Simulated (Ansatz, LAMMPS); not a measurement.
# An extra electron or hole in Ga2O3 with crystalline order left by the classical run (100 atoms)

Aim: add and remove one electron in Ga2O3 with crystalline order left by the classical run (100 atoms), with atoms held and relaxed, and read trapping energy and localisation.

Calculated with Ansatz 0.2.0; Kohn-Sham DFT, revPBE, PAW (set soft_1), plane waves; PAW set soft_1.

## 1. The system as given

The cell holds 100 atoms: 40 Ga and 60 O. Its edges and angles: a = 10.014 Å, b = 10.014 Å, c = 10.014 Å, α = 90.0°, β = 90.0°, γ = 90.0°. 100 atoms (40 Fe, 60 O) placed at random at 4.44 g/cm³, melted at 5000 K for 10 ps at fixed volume with the Morse and Coulomb pair potential with partial charges (Pedone, Malavasi, Menziani, Cormack and Segre, J. Phys. Chem. B 110, 11780 (2006)). Quenched from 5000 K to 300 K at 200 K/ps and fixed volume, held 10 ps at zero pressure, then minimised at fixed cell. Then Fe was replaced by Ga and the cell scaled by 1.003 (the potential has no terms for the new elements, so the cell is a start for a DFT relaxation).

What the set-up can't give: The quench rate of 200 K/ps is orders of magnitude faster than experiment, which tends to freeze in extra defects. The network of bonds at the start is that of the classical potential that made the cell, and needn't be the one that DFT or experiment would give. Sampling is at Γ alone, for a cell whose shortest periodic width is 10 Å.

## 2. Single point at the start

The forces at the start show how far the geometry lies from a minimum of this functional.

File input.yaml:

```yaml
crystal:
  lattice:
    - [10.0136, 0.0, 0.0]
    - [0.0, 10.0136, 0.0]
    - [0.0, 0.0, 10.0136]
  atoms:
    - { symbol: Ga, position: [0.88162, 0.74263, 0.86706] }
    - { symbol: Ga, position: [0.45146, 0.55388, 0.45095] }
    - { symbol: Ga, position: [0.65093, 0.11653, 0.50276] }
    - { symbol: Ga, position: [0.20075, 0.70245, 0.94953] }
    - { symbol: Ga, position: [0.03927, 0.99393, 0.88119] }
    - { symbol: Ga, position: [0.06577, 0.82759, 0.17284] }
    - { symbol: Ga, position: [0.93951, 0.35426, 0.36268] }
    - { symbol: Ga, position: [0.81069, 0.84509, 0.31895] }
    - { symbol: Ga, position: [0.92147, 0.47368, 0.83096] }
    - { symbol: Ga, position: [0.41585, 0.27004, 0.694] }
    - { symbol: Ga, position: [0.34637, 0.95298, 0.96258] }
    - { symbol: Ga, position: [0.97268, 0.2104, 0.65009] }
    - { symbol: Ga, position: [0.59984, 0.95716, 0.77431] }
    - { symbol: Ga, position: [0.37726, 0.23954, 0.42028] }
    - { symbol: Ga, position: [0.27426, 0.87, 0.41467] }
    - { symbol: Ga, position: [0.46595, 0.22258, 0.98833] }
    - { symbol: Ga, position: [0.22522, 0.16146, 0.1728] }
    - { symbol: Ga, position: [0.71228, 0.56299, 0.28809] }
    - { symbol: Ga, position: [0.16191, 0.27286, 0.88892] }
    - { symbol: Ga, position: [0.72196, 0.22188, 0.82238] }
    - { symbol: Ga, position: [0.95112, 0.5402, 0.12308] }
    - { symbol: Ga, position: [0.48301, 0.69387, 0.72049] }
    - { symbol: Ga, position: [0.7857, 0.99457, 0.03018] }
    - { symbol: Ga, position: [0.63905, 0.74211, 0.01837] }
    - { symbol: Ga, position: [0.39998, 0.7232, 0.17492] }
    - { symbol: Ga, position: [0.14078, 0.7379, 0.68885] }
    - { symbol: Ga, position: [0.38753, 0.48884, 0.891] }
    - { symbol: Ga, position: [0.53587, 0.99321, 0.20261] }
    - { symbol: Ga, position: [0.17537, 0.41732, 0.60728] }
    - { symbol: Ga, position: [0.90967, 0.24939, 0.07517] }
    - { symbol: Ga, position: [0.65356, 0.47461, 0.99774] }
    - { symbol: Ga, position: [0.69204, 0.39082, 0.54801] }
    - { symbol: Ga, position: [0.65773, 0.27791, 0.25335] }
    - { symbol: Ga, position: [0.01872, 0.63866, 0.41117] }
    - { symbol: Ga, position: [0.23889, 0.47393, 0.18894] }
    - { symbol: Ga, position: [0.84635, 0.92465, 0.60248] }
    - { symbol: Ga, position: [0.04162, 0.08797, 0.3792] }
    - { symbol: Ga, position: [0.54912, 0.84734, 0.48069] }
    - { symbol: Ga, position: [0.2809, 0.01726, 0.68798] }
    - { symbol: Ga, position: [0.75407, 0.65142, 0.57468] }
    - { symbol: O, position: [0.06216, 0.48698, 0.29252] }
    - { symbol: O, position: [0.8232, 0.60199, 0.7359] }
    - { symbol: O, position: [0.1066, 0.59099, 0.57105] }
    - { symbol: O, position: [0.8149, 0.41378, 0.20096] }
    - { symbol: O, position: [0.64803, 0.69867, 0.40256] }
    - { symbol: O, position: [0.65837, 0.80622, 0.64774] }
    - { symbol: O, position: [0.83438, 0.50643, 0.45934] }
    - { symbol: O, position: [0.80665, 0.3171, 0.67934] }
    - { symbol: O, position: [0.40835, 0.72782, 0.5379] }
    - { symbol: O, position: [0.39943, 0.08827, 0.10375] }
    - { symbol: O, position: [0.7087, 0.95557, 0.43268] }
    - { symbol: O, position: [0.95531, 0.87436, 0.01404] }
    - { symbol: O, position: [0.81304, 0.61335, 0.99887] }
    - { symbol: O, position: [0.28835, 0.37815, 0.77066] }
    - { symbol: O, position: [0.29479, 0.17318, 0.57562] }
    - { symbol: O, position: [0.05605, 0.2997, 0.49884] }
    - { symbol: O, position: [0.61238, 0.09363, 0.92509] }
    - { symbol: O, position: [0.33426, 0.5935, 0.03928] }
    - { symbol: O, position: [0.10772, 0.11843, 0.756] }
    - { symbol: O, position: [0.03477, 0.39033, 0.01739] }
    - { symbol: O, position: [0.59729, 0.6124, 0.14752] }
    - { symbol: O, position: [0.89266, 0.76987, 0.49798] }
    - { symbol: O, position: [0.48648, 0.99975, 0.57923] }
    - { symbol: O, position: [0.35113, 0.59347, 0.2982] }
    - { symbol: O, position: [0.13462, 0.11374, 0.01492] }
    - { symbol: O, position: [0.77728, 0.24676, 0.41592] }
    - { symbol: O, position: [0.36655, 0.12268, 0.83527] }
    - { symbol: O, position: [0.72946, 0.06694, 0.68599] }
    - { symbol: O, position: [0.95822, 0.95304, 0.2704] }
    - { symbol: O, position: [0.5907, 0.4291, 0.36893] }
    - { symbol: O, position: [0.95133, 0.87025, 0.74582] }
    - { symbol: O, position: [0.55941, 0.25787, 0.5828] }
    - { symbol: O, position: [0.04867, 0.63924, 0.84544] }
    - { symbol: O, position: [0.94987, 0.06157, 0.53424] }
    - { symbol: O, position: [0.4863, 0.84615, 0.05177] }
    - { symbol: O, position: [0.19754, 0.88768, 0.58443] }
    - { symbol: O, position: [0.13732, 0.76863, 0.34255] }
    - { symbol: O, position: [0.28936, 0.3074, 0.27332] }
    [... 16 atom lines left out ...]
    - { symbol: O, position: [0.09434, 0.64908, 0.09711] }
    - { symbol: O, position: [0.70156, 0.88409, 0.16579] }
    - { symbol: O, position: [0.24248, 0.85411, 0.10263] }
    - { symbol: O, position: [0.88583, 0.12082, 0.9135] }
    - { symbol: O, position: [0.55732, 0.60839, 0.88581] }
    - { symbol: O, position: [0.01681, 0.21842, 0.23694] }
kpoints:
  mp_grid: { grid: [1, 1, 1] }
hamiltonian:
  xc: revpbe
  pseudopotentials: { kind: paw, azcp: { folder: soft_1 } }
scf:
  occupations: { method: gaussian, width: 0.05 }
output:
  forces: true
```

On the command line:

```sh
$ ansatz run input.yaml --threads 4 --pin off --max-ram 8192MiB --backend cpu --events-out ev --progress --plain --runs-dir out
```

Log:

```text
Engine: ansatz 0.2.0, x86_64-unknown-linux-gnu
Pseudopotentials: kind: paw
Pseudopotential: Ga, paw, valence charge 13, recommended cutoff 420 eV (normal), soft_1/Ga.paw.azcp
Pseudopotential: O, paw, valence charge 6, recommended cutoff 420 eV (normal), soft_1/O.paw.azcp
Functional definition: revPBE
  parameter kappa = 1.245
  parameter beta = 0.066725
  exchange = pbe_x(kappa = kappa, mu = beta*pi^2/3)
  correlation = pbe_c(beta = beta)
Crystal: 100 atoms, lattice volume = 1004.086 Å³
Basis set: ecut = 420 eV, 19549 PW (Γ), exchange–correlation on 144×144×144 points (8 copies of the dense FFT grid, shifted against one another)
Bands: 540, of which v1, the nominal top of the filled ones, is band 440 counted from 1 (439 counted from 0)
Symmetry: 1 space group operations
Space group: P1 (ITA 1), of the structure as read, at distance tolerance 1.0e-4 Å
k-points: 1
Non-local potential: Ga, projectors of the file, l = 0: 2, l = 1: 2, l = 2: 3, l = 3: 1
Non-local potential: O, projectors of the file, l = 0: 2, l = 1: 2, l = 2: 1
PAW form: soft (Blöchl's): semilocal exchange-correlation on the pseudo side does not see the compensation charge
PAW frozen core: Ga, regenerated for the run's functional, and the local potential with it (the file was generated under x = pbe(κ = 0.804, μ = 0.219515), c = pbe(β = 0.066725))
PAW frozen core: O, regenerated for the run's functional, and the local potential with it (the file was generated under x = pbe(κ = 0.804, μ = 0.219515), c = pbe(β = 0.066725))
PAW one-centre angular grid: Ga, 590 points (default); XC on 64 Gauss nodes
PAW one-centre angular grid: O, 110 points (default); XC on 64 Gauss nodes
Initial density: superposition of atomic densities (chi_scale 0.1, normalization cell, long waves kept (reshape's long-wave potential 0.13 eV rms))
Initial wavefunctions: pseudopotential atomic-orbital guess
Functional: x = revpbe(κ = 1.245, μ = 0.219515), c = pbe(β = 0.066725)
SCF iter   1: F=—  HF=-185635.810094 eV  |F-HF|=—  |Δ(HF+E_count)|=         —  Δρ=1.25e-1  dr2=7.42e1  ethr=3.10e-3  ⟨swp⟩=5.0  Hψ=1690  notcnv=0  defer=48
preconditioner: auto → Resta (q_TF=auto, 2.669 Å⁻¹)  ε∞=4.5  [insulator: Δε(μ)=2.053 eV  Ē_g=18.683 eV  σ=0.050 eV  W_gap=1.00  n_scr=340 (ndim 8)  ℏωp=34.8 eV  f_vac=0.002  D(μ)=0.00/eV (n_scr^D=0)  ε∞_Penn≈4.5]
SCF iter   2: F=—  HF=-185618.436804 eV  |F-HF|=—  |Δ(HF+E_count)|=    1.74e1  Δρ=5.89e-2  dr2=1.86e1  ethr=3.10e-3  ⟨swp⟩=2.0  Hψ=1006  notcnv=0  defer=95
SCF iter   3: F=—  HF=-185613.087180 eV  |F-HF|=—  |Δ(HF+E_count)|=    5.35e0  Δρ=1.73e-2  dr2=1.86e0  ethr=2.12e-3  ⟨swp⟩=3.0  Hψ=831  notcnv=0  defer=95
SCF iter   4: F=—  HF=-185611.850493 eV  |F-HF|=—  |Δ(HF+E_count)|=    1.24e0  Δρ=4.86e-3  dr2=2.07e-1  ethr=2.11e-4  ⟨swp⟩=2.0  Hψ=1006  notcnv=0  defer=95
SCF iter   5: F=—  HF=-185612.051755 eV  |F-HF|=—  |Δ(HF+E_count)|=   2.01e-1  Δρ=1.22e-3  dr2=1.93e-2  ethr=2.35e-5  ⟨swp⟩=2.0  Hψ=890  notcnv=0  defer=65
automatic band count: iteration 5 solves 510 bands in place of 540: the levels show a gap, and the empty bands left out lie too high to hold charge; the band table lists the bands solved (type scf.n_extra_bands for more)
SCF iter   6: F=—  HF=-185612.067628 eV  |F-HF|=—  |Δ(HF+E_count)|=   1.59e-2  Δρ=3.23e-4  dr2=1.33e-3  ethr=2.19e-6  ⟨swp⟩=2.0  Hψ=885  notcnv=0  defer=65
SCF iter   7: F=—  HF=-185612.070063 eV  |F-HF|=—  |Δ(HF+E_count)|=   2.44e-3  Δρ=2.36e-4  dr2=3.78e-4  ethr=1.51e-7  ⟨swp⟩=3.0  Hψ=890  notcnv=0  defer=65
SCF iter   8: F=—  HF=-185612.069805 eV  |F-HF|=—  |Δ(HF+E_count)|=   2.58e-4  Δρ=6.89e-5  dr2=5.37e-5  ethr=4.29e-8  ⟨swp⟩=3.0  Hψ=890  notcnv=0  defer=65
SCF iter   9: F=—  HF=-185612.070862 eV  |F-HF|=—  |Δ(HF+E_count)|=   1.06e-3  Δρ=1.91e-5  dr2=3.88e-6  ethr=6.11e-9  ⟨swp⟩=2.0  Hψ=950  notcnv=0  defer=65
SCF iter  10: F=—  HF=-185612.070868 eV  |F-HF|=—  |Δ(HF+E_count)|=   6.03e-6  Δρ=6.24e-6  dr2=4.32e-7  ethr=4.41e-10  ⟨swp⟩=2.0  Hψ=885  notcnv=0  defer=65
SCF iter  11: F=—  HF=-185612.070869 eV  |F-HF|=—  |Δ(HF+E_count)|=   5.15e-7  Δρ=3.02e-6  dr2=8.23e-8  ethr=1.14e-11  ⟨swp⟩=4.0  Hψ=1825  notcnv=0
SCF iter  12: F=-185612.070869 eV  HF=-185612.070869 eV  |F-HF|=1.68e-8  |Δ(HF+E_count)|=   2.83e-8  Δρ=1.58e-6  dr2=2.18e-8  ethr=9.35e-12  ⟨swp⟩=4.0  Hψ=1707  notcnv=0
SCF 1 converged in 12 iterations: F = -185612.070869 eV  dr2 = 2.18e-8
  greatest PAW one-centre occupation: 0.998 electrons in one spin orbital (limit 2), on the Ga atom at site 37 (counted from 0), in its partial waves of l = 2
SCF converged after 12 iterations
Free energy (F): -185612.070869 eV
Harris-Foulkes:  -185612.070869 eV  (|F-HF|=1.68e-8)
Internal energy: -185612.070869 eV  (E = F + TS)
E sigma→0 (E₀):  -185612.070869 eV
Fermi energy:    10.233547 eV
--- Per-component energies (eV) ---
  E_band       = -323.406911
  E_kinetic    = 14659.332356
  E_local      = -67271.187799  (includes V_loc(G=0)·N_el)
  E_nonlocal   = -361.778121
  E_hartree    = 39926.715917
  E_xc         = -6788.276749
  E_vxc        = -7670.090649  (∫ρ·V_xc dr)
  E_paw        = -90054.491870  (= ΣΔE_a)
  E_vpaw       = -19533.150597  (= ΣTr[D̂ρ^β])
  E_aug_tail   = 0.037887  (compensation charges beyond the density's cutoff)
  E_ewald      = -75717.919359
  E_core_change = -4.503131  (= ΣΔE_core)
  E_smearing   = -0.000000  (= −TS)
  E_closure    = 0.000000  (closes the sum)
  Σ components = -185612.070869   (vs F -185612.070869, Δ=0.00e0)
--- Forces (eV/Å), atoms counted from 1 ---
  atom   1  Ga     0.02208435    -0.13360807    -0.22753677
  atom   2  Ga     0.86413046     0.31551350     0.56695835
  atom   3  Ga    -0.63870320    -0.44617433     0.38783966
  atom   4  Ga    -0.27118640    -0.11103454     0.35291153
  atom   5  Ga    -0.58200090    -0.06304318     0.58550131
  atom   6  Ga     0.05064697     0.23619698    -0.01280689
  atom   7  Ga    -0.62073446     0.13172764    -0.21817143
  atom   8  Ga     0.27540304    -0.15557923     0.26381224
  atom   9  Ga    -0.78147690     0.23361104     0.00750903
  atom  10  Ga     0.48843940    -0.53733764     0.51987074
  atom  11  Ga     0.07128834    -0.41587146    -0.19942504
  atom  12  Ga    -0.19540766     0.49026106    -0.50998036
  atom  13  Ga     0.05358615     0.35079324    -0.59148454
  atom  14  Ga     0.02391590     0.00663783     0.42918556
[...]
atom  99  O     -0.12452271    -0.35896664     0.14385028
  atom 100  O      0.23905907     0.01562505     0.60800358
  max |Σ_I F_I| component: 2.62e-5 eV/Å
```

It took 15 s on 4 threads of Intel Xeon at 2.60GHz (Ice Lake), shared host; peak memory 1.7 GiB.

In the SCF lines HF is the Harris–Foulkes energy and dr2 the Hartree energy of the density residual, in eV; the loop may stop once dr2 is under the threshold and the program's other checks hold. Hψ counts applications of the Hamiltonian.

The r.m.s. force at the start is 0.38 eV/Å.

## 3. Relaxation

The atoms are relaxed in the fixed cell, aiming at the force tolerance of the input.

File input.yaml:

```yaml
crystal:
  lattice:
    - [10.0136, 0.0, 0.0]
    - [0.0, 10.0136, 0.0]
    - [0.0, 0.0, 10.0136]
  atoms:
    [... the 100 atom lines of step 2 ...]
kpoints:
  mp_grid: { grid: [1, 1, 1] }
hamiltonian:
  xc: revpbe
  pseudopotentials: { kind: paw, azcp: { folder: soft_1 } }
scf:
  occupations: { method: gaussian, width: 0.05 }
output:
  forces: true
relax:
  f_tol: 0.05
  max_steps: 120
```

Log:

```text
[...]
Crystal: 100 atoms, lattice volume = 1004.086 Å³
Basis set: ecut = 420 eV, 19549 PW (Γ), exchange–correlation on 144×144×144 points (8 copies of the dense FFT grid, shifted against one another)
Bands: 540, of which v1, the nominal top of the filled ones, is band 440 counted from 1 (439 counted from 0)
Symmetry: 1 space group operations
[...]
k-points: 1
[...]
SCF iter   1: F=—  HF=-185635.810094 eV  |F-HF|=—  |Δ(HF+E_count)|=         —  Δρ=1.25e-1  dr2=7.42e1  ethr=3.10e-3  ⟨swp⟩=5.0  Hψ=1690  notcnv=0  defer=48
[...]
SCF iter   9: F=-185612.070867 eV  HF=-185612.070862 eV  |F-HF|=4.62e-6  |Δ(HF+E_count)|=   7.47e-5  Δρ=1.90e-5  dr2=3.85e-6  ethr=6.10e-9  ⟨swp⟩=4.0  Hψ=1499  notcnv=0
SCF 1 converged in 9 iterations: F = -185612.070867 eV  dr2 = 3.85e-6
[...]
relax step   1: F+E_penalty+E_count = -185612.07086681 eV  Δ(F+E_penalty+E_count) = +0.000e0 eV  max|allowed force component| = 1.130e0 eV/Å  Δτ_max = 0.0000 Å  (9 SCF iters, dr2 threshold 6.25e-5 eV, accepted)
[...]
relax step   2: F+E_penalty+E_count = -185613.09264349 eV  Δ(F+E_penalty+E_count) = -1.022e0 eV  max|allowed force component| = 7.066e-1 eV/Å  Δτ_max = 0.0729 Å  (6 SCF iters, dr2 threshold 7.98e-5 eV, accepted)
[...]
relax step   3: F+E_penalty+E_count = -185613.80502599 eV  Δ(F+E_penalty+E_count) = -7.124e-1 eV  max|allowed force component| = 4.736e-1 eV/Å  Δτ_max = 0.1032 Å  (7 SCF iters, dr2 threshold 3.12e-5 eV, accepted)
relax step   4: F+E_penalty+E_count = -185614.60161858 eV  Δ(F+E_penalty+E_count) = -7.966e-1 eV  max|allowed force component| = 1.967e-1 eV/Å  Δτ_max = 0.2000 Å  (8 SCF iters, dr2 threshold 8.77e-5 eV, accepted)
relax step   5: F+E_penalty+E_count = -185614.83607857 eV  Δ(F+E_penalty+E_count) = -2.345e-1 eV  max|allowed force component| = 1.851e-1 eV/Å  Δτ_max = 0.2000 Å  (8 SCF iters, dr2 threshold 6.68e-6 eV, accepted)
relax step   6: F+E_penalty+E_count = -185615.03370414 eV  Δ(F+E_penalty+E_count) = -1.976e-1 eV  max|allowed force component| = 2.855e-1 eV/Å  Δτ_max = 0.2000 Å  (8 SCF iters, dr2 threshold 5.91e-6 eV, accepted)
relax step   7: F+E_penalty+E_count = -185615.14326442 eV  Δ(F+E_penalty+E_count) = -1.096e-1 eV  max|allowed force component| = 1.032e0 eV/Å  Δτ_max = 0.1940 Å  (6 SCF iters, dr2 threshold 7.22e-5 eV, accepted)
relax step   8: F+E_penalty+E_count = -185615.34701681 eV  Δ(F+E_penalty+E_count) = -2.038e-1 eV  max|allowed force component| = 1.208e-1 eV/Å  Δτ_max = 0.2000 Å  (7 SCF iters, dr2 threshold 1.00e-4 eV, accepted)
relax step   9: F+E_penalty+E_count = -185615.39549988 eV  Δ(F+E_penalty+E_count) = -4.848e-2 eV  max|allowed force component| = 8.245e-2 eV/Å  Δτ_max = 0.1634 Å  (11 SCF iters, accepted)
relax step  10: F+E_penalty+E_count = -185615.38219619 eV  Δ(F+E_penalty+E_count) = +1.330e-2 eV  max|allowed force component| = 2.586e-1 eV/Å  Δτ_max = 0.0728 Å  (9 SCF iters, rejected (line search))
relax step  11: F+E_penalty+E_count = -185615.40422583 eV  Δ(F+E_penalty+E_count) = -8.726e-3 eV  max|allowed force component| = 3.015e-2 eV/Å  Δτ_max = 0.0364 Å  (9 SCF iters, accepted)
relax step  12: F+E_penalty+E_count = -185615.40428387 eV  Δ(F+E_penalty+E_count) = -5.804e-5 eV  max|allowed force component| = 7.175e-2 eV/Å  Δτ_max = 0.0533 Å  (9 SCF iters, accepted)
[...]
relax step  13: F+E_penalty+E_count = -185615.40592823 eV  Δ(F+E_penalty+E_count) = -1.644e-3 eV  max|allowed force component| = 4.929e-2 eV/Å  Δτ_max = 0.0344 Å  (9 SCF iters, accepted)
SCF converged after 9 iterations
Free energy (F): -185615.405928 eV
[...]
Internal energy: -185615.405928 eV  (E = F + TS)
E sigma→0 (E₀):  -185615.405928 eV
Fermi energy:    10.221225 eV
[...]
--- Forces (eV/Å), atoms counted from 1 ---
  atom   1  Ga    -0.00170692    -0.00822057    -0.01025626
  atom   2  Ga    -0.00654497    -0.01837643     0.01301402
  atom   3  Ga    -0.01235116     0.00346233     0.01267082
  atom   4  Ga     0.00637420     0.00243023    -0.00555582
  atom   5  Ga    -0.00686665    -0.00760926     0.00053106
  atom   6  Ga    -0.00365520    -0.00583228     0.01172938
  atom   7  Ga    -0.01503213    -0.00751691     0.01369521
  atom   8  Ga    -0.00577841    -0.00762013     0.00260297
  atom   9  Ga    -0.00394001     0.01181530    -0.00513151
  atom  10  Ga     0.00747634     0.00152250    -0.01423624
  atom  11  Ga     0.00384112     0.00277124    -0.00962701
  atom  12  Ga    -0.00382980     0.00400681    -0.00773224
  atom  13  Ga     0.00271484    -0.00994173    -0.01076994
  atom  14  Ga     0.00864425     0.01434177     0.00756724
[...]
atom  99  O     -0.00008113    -0.00813358     0.00873396
  atom 100  O      0.00068669     0.00481704    -0.01180464
  max |Σ_I F_I| component: 1.01e-5 eV/Å
--- Relaxed structure (13 steps of the walk, 12 accepted, 0 SCFs on fresh bases) ---
  F+E_penalty+E_count = -185615.40592823 eV   max|allowed force component| = 4.929e-2 eV/Å
  atoms:
    - { symbol: Ga, position: [0.878319, 0.741874, 0.863431] }
    - { symbol: Ga, position: [0.470262, 0.554266, 0.467325] }
    - { symbol: Ga, position: [0.634274, 0.105448, 0.498937] }
    - { symbol: Ga, position: [0.183535, 0.696471, 0.975341] }
[...]
- { symbol: O, position: [0.027728, 0.233937, 0.240391] }
```

Run time: 2 min. Hardware: 4 threads; peak memory 1.7 GiB; 7.5 min of CPU time.

The relaxation converged after 13 steps, 3.34 eV below its start, with a largest force component of 0.049 eV/Å.

(Continued in part 2 of 4.)

[Long decimals in the printed logs are rounded to 6 places.]

[Logs are printed without paths, hosts, clocks, repeated set-up lines and the standing remarks that a program may print on its own settings, such as how far it seeks lower states.]

[Hosts, paths, dates, database ids (printed as entryN), source tags and the programs' standing remarks are cut or masked in the printed files.]
